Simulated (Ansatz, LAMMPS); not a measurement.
# Static equation of state of glassy 25SiO2-50B2O3-12CaO-12Na2O (mol %) (62 atoms)

Density of this cell: 2.44 g/cm³. The cell holds 62 atoms: 4 Si, 16 B, 2 Ca, 4 Na and 36 O. Its edges and angles: a = 9.024 Å, b = 8.925 Å, c = 8.783 Å, α = 91.0°, β = 84.1°, γ = 92.4°. The starting structure: 62 atoms (4 Si, 16 B, 2 Ca, 4 Na, 36 O) placed at random at 2.2 g/cm³, melted at 3000 K for 20 ps at fixed volume with the Buckingham and Coulomb pair potential of Guillot and Sator (Geochim. Cosmochim. Acta 71, 1249 (2007)) with the boron terms of Wang et al. (J. Non-Cryst. Solids 498, 294 (2018)). Quenched from 3000 K to 300 K at 20 K/ps and fixed volume, held 10 ps at zero pressure.

Calculated with Ansatz 0.2.0: Kohn-Sham DFT, PBEsol, PAW (set soft_2), plane waves; cutoff 420 eV, Γ point, fixed occupations. Cell and atoms were relaxed first, to V0 = 11.338 Å³ an atom at a residual P0 = -0.006 GPa. The cell was then scaled evenly, and the atoms were relaxed at each volume.

```
volume (Å³/atom)  pressure (GPa)
          10.204               ?
          10.658           3.508
          10.998           1.707
          11.678          -1.551
          12.018          -2.830
```

Task: Fit the third-order Birch–Murnaghan equation to the rows given and extrapolate to the withheld row.

**Working.**

Take the Eulerian strain f = ½[(V0/V)^(2/3) − 1] and the normalised pressure F = (P − P0) / [3f(1 + 2f)^(5/2)]. The third-order Birch–Murnaghan equation is then the line F = B0 + (3/2)B0(B′ − 4) f, so u = f and v = F.

| u = f | v = F (GPa) |
| --- | --- |
| 0.0210567 | 50.1774 |
| 0.0102570 | 52.9013 |
| -0.00975637 | 55.4757 |
| -0.0190505 | 54.4592 |

With n = 4: mean u = 6.2671e-4, mean v = 53.2534, Σ(u − ū)² = 0.0010051, Σ(u − ū)(v − v̄) = -0.11303. Slope b = -0.11303 / 0.0010051 = -112.46; intercept a = v̄ − b ū = 53.324.

So B0 = a = 53.3 GPa and B′ = 4 + 2b/(3a) = 2.59. At the withheld volume f = 0.03638, F = a + b f = 49.23 GPa, and P = P0 + 3f(1 + 2f)^(5/2) F.

Prediction at 10.204: 6.400 GPa. The run gave 6.156 GPa, so the fit is high by 0.24 GPa (4.0 % of the value).

Among the rows given, the largest miss of the fit is at 10.658, by 0.055 GPa (0.61 % of the range of the table).

Limits: Static cells at zero temperature; the cell shape is held. The program notes that the SCF threshold of these relaxations is loose for the stress. The quench rate of 20 K/ps is many orders above laboratory rates, so the cell is likely richer in defects and strain than a real sample. The network of bonds at the start is that of the classical potential that made the cell, and needn't be the one that DFT or experiment would give. Only the Γ point is sampled, in a cell whose shortest periodic width is 9 Å.

[Logs are printed without paths, hosts, clocks, repeated set-up lines and the standing remarks that a program may print on its own settings, such as how far it seeks lower states.]

[Hosts, paths, dates, database ids (printed as entryN), source tags and the programs' standing remarks are cut or masked in the printed files.]
